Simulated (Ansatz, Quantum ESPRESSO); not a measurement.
# CdF2 (Fm-3m): third-order response, part 2 of 3

Wanted: vibrational spectra of CdF2 (Fm-3m) from linear and non-linear response.

Quantum ESPRESSO 8.0 development, patched; DFT LDA, scalar-relativistic, plane waves, PseudoDojo norm-conserving pseudopotentials.

So far. Step 2 (A first look): A gap of 2.8 eV opens on this mesh, so the crystal is taken as an insulator; the start stands at -5.7 GPa. Step 4 (Self-consistent run for the response): The cell stands at -0.063 GPa, close enough for phonons. The relaxed cell has a = 5.298 Å (conventional setting).

## 5. Linear response at Γ

At q = 0 one unit cell holds all displacements; symmetry groups them into irreducible representations that are solved one by one. The response to a field gives ε∞ and the Born charges, which polar modes need. Third-order response adds the Raman tensors.

The input, ph.in:

```
phonons
 &inputph
    prefix='x',
    outdir='./tmp',
    fildyn='g.dyn',
    tr2_ph=1.0d-18,
    epsil=.true.,
    lraman=.true.,
    elop=.true.,
 /
0.000000000000 0.000000000000 0.000000000000
```

On the command line:

```sh
OMP_NUM_THREADS=1 mpirun -n 4 ph.x -nk 4 -in ph.in > ph.out
```

Output:

```text
[banners, grids, parts of the stress and lines that vanish by symmetry left out]
[banner, memory and clock lines left out]
Program PHONON v.8.0dev

[...]
(   1q-points):
[...]
Exchange-correlation= PW
                           (   1   4   0   0   0   0   0)
[...]
kinetic-energy cut-off    =     102.0000  Ry
     charge density cut-off    =     408.0000  Ry
     convergence threshold     =      1.0E-18
[...]
Exchange-correlation= PW
                           (   1   4   0   0   0   0   0)
[...]
q = (   0.0000000   0.0000000   0.0000000 )
     49 Sym.Ops. (with q -> -q+G )
     G cutoff =  517.9519  (  34957 G-vectors)     FFT grid: ( 45, 45, 45)
     number of k points=    29
[...]
Mode symmetry, O_h (m-3m)  point group:
[...]
Dielectric constant
[...]
End of electric fields calculation
          Dielectric constant in cartesian axis
          (       2.918572255      -0.000000000       0.000000000 )
          (      -0.000000000       2.918572255       0.000000000 )
          (      -0.000000000       0.000000000       2.918572255 )
          Effective charges (d Force / dE) in cartesian axis without acoustic sum rule applied (asr)
           atom    1  Cd    Mean Z*:        2.45261
      Ex  (        2.45261       -0.00000       -0.00000 )
      Ey  (        0.00000        2.45261        0.00000 )
      Ez  (       -0.00000        0.00000        2.45261 )
           atom    2  F     Mean Z*:       -1.22631
      Ex  (       -1.22631        0.00000        0.00000 )
      Ey  (        0.00000       -1.22631       -0.00000 )
      Ez  (        0.00000       -0.00000       -1.22631 )
           atom    3  F     Mean Z*:       -1.22631
      Ex  (       -1.22631        0.00000        0.00000 )
      Ey  (        0.00000       -1.22631       -0.00000 )
      Ez  (        0.00000        0.00000       -1.22631 )
          Effective charges Sum: Mean:       -0.00001
[...]
Effective charges (d Force / dE) in cartesian axis with asr applied:
           atom    1  Cd    Mean Z*:        2.45261
[...]
atom    2  F     Mean Z*:       -1.22631
[...]
atom    3  F     Mean Z*:       -1.22631
[...]
Dielectric constant from finite-differences
          (       2.918800903       0.000000000       0.000000000 )
          (       0.000000000       2.918800903      -0.000000000 )
          (       0.000000000      -0.000000000       2.918800903 )
[...]
(      -0.000000000       0.000000000      -0.000000000 )
          (      -0.000000000      -0.000000000       0.000000000 )
          (       0.000000000       0.000000000      -0.000000000 )
          (       0.000000000      -0.000000000       0.000000000 )
          (      -0.000000000      -0.000000000      -0.000000000 )
          (       0.000000000       0.000000000       0.000000000 )
          (       0.000000000       0.000000000      -0.000000000 )
          (       0.000000000      -0.000000000       0.000000000 )
[...]
(       0.000000000       0.000000000      -0.000000000 )
          (       0.158423352      -0.000000000       0.000000000 )
          (      -0.000000000       0.158423352      -0.000000000 )
          (       0.158423352      -0.000000000       0.000000000 )
          (      -0.000000000       0.000000000      -0.000000000 )
[...]
Representation #   1 modes #   1   2   3
[...]
End of self-consistent calculation
     Convergence has been achieved
     Representation #   2 modes #   4   5   6
[...]
End of self-consistent calculation
     Convergence has been achieved
     Representation #   3 modes #   7   8   9
[...]
End of self-consistent calculation
     Convergence has been achieved
[...]
Dielectric constant in cartesian axis
          (       2.918572255      -0.000000000       0.000000000 )
          (      -0.000000000       2.918572255       0.000000000 )
          (      -0.000000000       0.000000000       2.918572255 )
          Effective charges (d Force / dE) in cartesian axis without acoustic sum rule applied (asr)
           atom    1  Cd    Mean Z*:        2.45261
      Ex  (        2.45261       -0.00000       -0.00000 )
      Ey  (        0.00000        2.45261        0.00000 )
      Ez  (       -0.00000        0.00000        2.45261 )
           atom    2  F     Mean Z*:       -1.22631
      Ex  (       -1.22631        0.00000        0.00000 )
      Ey  (        0.00000       -1.22631       -0.00000 )
      Ez  (        0.00000       -0.00000       -1.22631 )
           atom    3  F     Mean Z*:       -1.22631
      Ex  (       -1.22631        0.00000        0.00000 )
      Ey  (        0.00000       -1.22631       -0.00000 )
      Ez  (        0.00000        0.00000       -1.22631 )
          Effective charges Sum: Mean:       -0.00001
[...]
Effective charges (d Force / dE) in cartesian axis with asr applied:
           atom    1  Cd    Mean Z*:        2.45261
[...]
atom    2  F     Mean Z*:       -1.22631
[...]
atom    3  F     Mean Z*:       -1.22631
[...]
q = (    0.000000000   0.000000000   0.000000000 )
[...]
freq (    1) =      -0.029789 [THz] =      -0.993639 [cm-1]
     freq (    2) =      -0.029789 [THz] =      -0.993639 [cm-1]
     freq (    3) =      -0.029789 [THz] =      -0.993639 [cm-1]
     freq (    4) =       7.141460 [THz] =     238.213463 [cm-1]
     freq (    5) =       7.141460 [THz] =     238.213463 [cm-1]
     freq (    6) =       7.141460 [THz] =     238.213463 [cm-1]
     freq (    7) =       9.555106 [THz] =     318.724029 [cm-1]
     freq (    8) =       9.555106 [THz] =     318.724029 [cm-1]
     freq (    9) =       9.555106 [THz] =     318.724029 [cm-1]
[...]
Mode symmetry, O_h (m-3m)  point group:
     freq (   1-   3) =         -1.0  [cm-1]   --> T_1u G_15  G_4- I
     freq (   4-   6) =        238.2  [cm-1]   --> T_1u G_15  G_4- I
     freq (   7-   9) =        318.7  [cm-1]   --> T_2g G_25' G_5+ R
```

The job ended after 24 min (4 MPI ranks of Arm Neoverse V1, shared host; 1.6 h of CPU time).

Read from the output:

```yaml
miss_of_the_charge_sum_rule: 1.00e-5 e
largest_acoustic_frequency_at_the_zone_centre_before_the_sum_rule: -0.99 cm⁻¹
highest_optical_zone_centre_mode_no_lo_to_term: 318.7 cm⁻¹
lowest_optical_zone_centre_mode: 238.2 cm⁻¹
mean_high_frequency_dielectric_constant: 2.919
largest_born_charge_in_size_third_of_the_trace: 2.453 e
```

Born charge (rows field, columns displacement), before the sum rule (e), principal values of the symmetric part by kind of site:

```csv
atom,atoms with these values,low,middle,high,mean
Cd1,1,2.45,2.45,2.45,2.45
F2,2,-1.23,-1.23,-1.23,-1.23
```

In full for F2:

```
-1.23  0.00  0.00
 0.00 -1.23  0.00
 0.00  0.00 -1.23
```

High-frequency dielectric tensor:

```
2.92 0.00 0.00
0.00 2.92 0.00
0.00 0.00 2.92
```

The acoustic modes at Γ come out as far as 1.0 cm⁻¹ from zero, where they should vanish, a small numerical error; the Born charges miss their sum rule by 1.0e-5 e, which is good.

## 6. Modes with the sum rule

A rigid shift of the crystal must cost nothing, but grids and finite bases break this; the acoustic sum rule is imposed before the matrix is diagonalised again. With Born charges the intensities follow, and the static dielectric tensor.

The input, dynmat.in:

```
 &input
    fildyn='g.dyn',
    asr='simple',
    fileig='dynmat.eig',
    lperm=.true.,
 /
```

On the command line:

```sh
dynmat.x -in dynmat.in > dynmat.out
```

Output:

```text
[banner, memory and clock lines left out]
Program DYNMAT v.8.0dev

     Reading Dynamical Matrix from file g.dyn
     ...Force constants read
     ...epsilon and Z* read
     ...Raman cross sections read
     A direction for q was not specified:TO-LO splitting will be absent

     Polarizability (A^3 units)
     multiply by 0.609933 for Clausius-Mossotti correction (not under assume_isolated = 'mt')
         5.675971   -0.000000   -0.000000
        -0.000000    5.675971    0.000000
         0.000000    0.000000    5.675971

     IR activities are in (D/A)^2/amu units
     Raman activities are in A^4/amu units
     multiply Raman by 0.138398 for Clausius-Mossotti correction (not under assume_isolated = 'mt')

# mode   [cm-1]    [THz]      IR          Raman   depol.fact
    1     -0.00   -0.0000    0.0000         0.0000    0.7499
    2     -0.00   -0.0000    0.0000         0.0000    0.6091
    3      0.00    0.0000    0.0000         0.0000    0.6976
    4    238.22    7.1415    4.8870         0.0000    0.7144
    5    238.22    7.1415    4.8870         0.0000    0.7128
    6    238.22    7.1415    4.8870         0.0000    0.6743
    7    318.73    9.5551    0.0000         1.7342    0.7500
    8    318.73    9.5551    0.0000         1.7342    0.7500
    9    318.73    9.5551    0.0000         1.7342    0.7500

Electronic dielectric permittivity tensor (relative, adimensional)
         2.918572   -0.000000   -0.000000
        -0.000000    2.918572    0.000000
         0.000000    0.000000    2.918572

 ... with zone-center polar mode contributions
         7.859184    0.000000    0.000000
         0.000000    7.859184    0.000000
         0.000000    0.000000    7.859184

 )
 **************************************************************************
```

It took 0.46 s on 1 thread.

Read from the output:

```
mean static dielectric constant : 7.859
```

Unit eigenvectors of the mass-weighted matrix after the sum rule; no LO-TO term. Modes at Γ, with each element's share of the kinetic energy:

```csv
mode,frequency (cm⁻¹),symmetry,Cd %,F %
1,0.0,acoustic,75,25
2,0.0,acoustic,75,25
3,0.0,acoustic,75,25
4,238.2,T1u,25,75
5,238.2,T1u,25,75
6,238.2,T1u,25,75
7,318.7,T2g,0,100
8,318.7,T2g,0,100
9,318.7,T2g,0,100
```

Displacements in mode 5 (238.2 cm⁻¹), the largest set to 1:
```
Cd1 -0.04  0.12 -0.34
F2   0.13 -0.35  1.00
F3   0.13 -0.35  1.00
```

Displacements in mode 8 (318.7 cm⁻¹), the largest set to 1:
```
Cd1  0.00  0.00  0.00
F2   0.15 -0.99  1.00
F3  -0.15  0.99 -1.00
```

Degenerate modes summed, no LO-TO term. Lines of the infrared spectrum (strongest = 100):

```csv
position (cm⁻¹),lines merged,label,"IR intensity, relative"
238,3,T1u,100
319,3,T2g,0.0
```

Degenerate modes summed. Raman lines, with heights relative to the strongest:

```csv
position (cm⁻¹),lines merged,label,"Raman activity, relative"
238,3,T1u,0.0
319,3,T2g,100
```

Static dielectric tensor (ions relaxed, fixed cell):

```
7.86 0.00 0.00
0.00 7.86 0.00
0.00 0.00 7.86
```

The rule moves no optical mode by more than 0.1 cm⁻¹.

## 7. Sum rules set otherwise: a sum rule for molecules or wires on a crystal

This rule also removes rotations, which suits molecules and not a crystal; it is tried to see the harm.

The input, dynmat.in:

```
 &input
    fildyn='g.dyn',
    asr='zero-dim',
    fileig='dynmat.eig',
    lperm=.true.,
 /
```

On the command line:

```sh
dynmat.x -in dynmat.in > dynmat.out
```

Output:

```text
[banner, memory and clock lines left out]
Program DYNMAT v.8.0dev

     Reading Dynamical Matrix from file g.dyn
     ...Force constants read
     ...epsilon and Z* read
     ...Raman cross sections read
     Warning: this looks like a crystal, not a molecule in a box: use asr = 'crystal'
     The molecule is taken as linear (straight within 1e-3 of its length): two rotations are removed
     Acoustic Sum Rule: || Z*(ASR) - Z*(orig)|| =    1.220918E-05
     Acoustic Sum Rule: ||dyn(ASR) - dyn(orig)||=    2.391776E-01
     Message from routine dynmat:
     WARNING: the charges keep any dipole. Ignore the strengths of the modes set to zero; with q typed a rigid rotation may get a frequency
     A direction for q was not specified:TO-LO splitting will be absent

     Polarizability (A^3 units)
     multiply by 0.609933 for Clausius-Mossotti correction (not under assume_isolated = 'mt')
         5.675971   -0.000000   -0.000000
        -0.000000    5.675971    0.000000
         0.000000    0.000000    5.675971

     IR activities are in (D/A)^2/amu units
     Raman activities are in A^4/amu units
     multiply Raman by 0.138398 for Clausius-Mossotti correction (not under assume_isolated = 'mt')

# mode   [cm-1]    [THz]      IR          Raman   depol.fact
    1     -0.00   -0.0000    1.9817         0.2352    0.7500
    2     -0.00   -0.0000    2.3437         0.2782    0.7500
    3     -0.00   -0.0000    1.7627         0.2092    0.7500
    4     -0.00   -0.0000    0.9181         0.1090    0.7500
    5      0.00    0.0000    0.3177         0.0377    0.7500
    6    238.21    7.1414    4.8870         0.0000    0.7058
    7    293.00    8.7838    1.2249         1.2995    0.7500
    8    293.00    8.7838    1.2249         1.2995    0.7500
    9    318.72    9.5551    0.0000         1.7342    0.7500

Electronic dielectric permittivity tensor (relative, adimensional)
         2.918572   -0.000000   -0.000000
        -0.000000    2.918572    0.000000
         0.000000    0.000000    2.918572

 ... with zone-center polar mode contributions
         5.111237   -1.374059   -1.374059
        -1.374059    5.111237    1.374059
        -1.374059    1.374059    5.111237
```

Wall time 0.45 s (1 thread).

The run ended normally, but on settings that are not sound.

The fault: a sum rule for molecules or wires on a crystal; 2 optical modes are projected out to zero frequency, as if they were rotations, and the static dielectric tensor is spoilt.

For a crystal the rule has to be 'simple' or 'crystal'.

Zone-centre frequencies as printed; negative means imaginary. Modes:

```csv
mode,frequency (cm⁻¹)
1,0
2,0
3,0
4,0
5,0
6,238.2
7,293
8,293
9,318.7
```

## 8. The LO-TO splitting (1 0 0)

A longitudinal polar mode sets up a macroscopic field that stiffens it; the term hangs on the direction from which q goes to zero.

The input, dynmat.in:

```
 &input
    fildyn='g.dyn',
    asr='simple',
    fileig='dynmat.eig',
    q(1)=1.0,
    q(2)=0.0,
    q(3)=0.0,
 /
```

On the command line:

```sh
dynmat.x -in dynmat.in > dynmat.out
```

Output:

```text
[banner, memory and clock lines left out]
Program DYNMAT v.8.0dev

     Reading Dynamical Matrix from file g.dyn
     ...Force constants read
     ...epsilon and Z* read
     ...Raman cross sections read

     Polarizability (A^3 units)
     multiply by 0.609933 for Clausius-Mossotti correction (not under assume_isolated = 'mt')
         5.675971   -0.000000   -0.000000
        -0.000000    5.675971    0.000000
         0.000000    0.000000    5.675971

     IR activities are in (D/A)^2/amu units
     Raman activities are in A^4/amu units
     multiply Raman by 0.138398 for Clausius-Mossotti correction (not under assume_isolated = 'mt')

# mode   [cm-1]    [THz]      IR          Raman   depol.fact
    1     -0.00   -0.0000    0.0000         0.0000    0.5647
    2      0.00    0.0000    0.0000         0.0000    0.6420
    3      0.00    0.0000    0.0000         0.0000    0.6455
    4    238.22    7.1415    4.8870         0.0000    0.5502
    5    238.22    7.1415    4.8870         0.0000    0.7311
    6    318.73    9.5551    0.0000         1.7342    0.7500
    7    318.73    9.5551    0.0000         1.7342    0.7500
    8    318.73    9.5551    0.0000         1.7342    0.7500
    9    390.91   11.7191    4.8870         0.0000    0.7404

[end of the log left out, with the tail of the file of modes that dynmat.x writes under the same name]
```

The job ended after 0.44 s (1 thread).

Read from the output:

```yaml
highest_mode_moved_by_the_lo_to_term: 390.9 cm⁻¹
```

Zone-centre frequencies as printed; negative means imaginary. Modes:

```csv
mode,frequency (cm⁻¹)
1,0
2,0
3,0
4,238.2
5,238.2
6,318.7
7,318.7
8,318.7
9,390.9
```

The field moves one mode, from 238 to 391 cm⁻¹; the others stay.

(Continued in part 3 of 3.)

[Host names and launcher messages were left out of these logs when they were recorded.]

[Logs are printed without paths, hosts, clocks, repeated set-up lines and the standing remarks that a program may print on its own settings, such as how far it seeks lower states.]

[Hosts, paths, dates, database ids (printed as entryN), source tags and the programs' standing remarks are cut or masked in the printed files.]
